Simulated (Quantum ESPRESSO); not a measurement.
# Energy and gap at +3 % biaxial strain: Y2CF2 MXene, 1 layer

How the rows were computed: Quantum ESPRESSO 7.5 driven by ASE, PBE, GBRV ultrasoft, ESM (bc1); atomic heights clamped; cell area 11.058 Å² at zero strain.

| strain (%) | energy (meV a cell) | gap on the mesh (eV) |
| --- | --- | --- |
| −3 | 142.79 | 0.982 |
| −1.5 | 34.63 | 1.066 |
| 0 | 0.00 | 1.141 |
| +1.5 | 31.39 | 1.206 |

To predict: What are energy and gap at +3 %, and how stiff is the sheet?

**Worked estimate.** About zero, E'' = (34.63 + 31.39 − 2 × 0.00)/1.5² = 29.34 meV per %² and E' = (31.39 − 34.63)/3 = −1.08 meV per %. With E = A K ε², where K = (C11 + C22)/2 + C12 (C11 + C12 for a hexagonal sheet), K = 29.34 × 10/(2 × 11.058) × 16.02 = 213 N/m. The parabola gives E(+3 %) = 0.00 + 3 × (−1.08) + 4.5 × 29.34 = 128.8 meV. Continuing the last slope, the gap is 2 × 1.206 − 1.141 = 1.271 eV.

What the calculation gave: E = 122.2 meV and the gap 1.262 eV. The parabola misses by +6.6 meV, too high, since bonds soften under tension. The gap's line misses by +0.009 eV.

Caveats: Clamped heights stiffen sheets with several planes. Semilocal gap, no spin-orbit coupling.
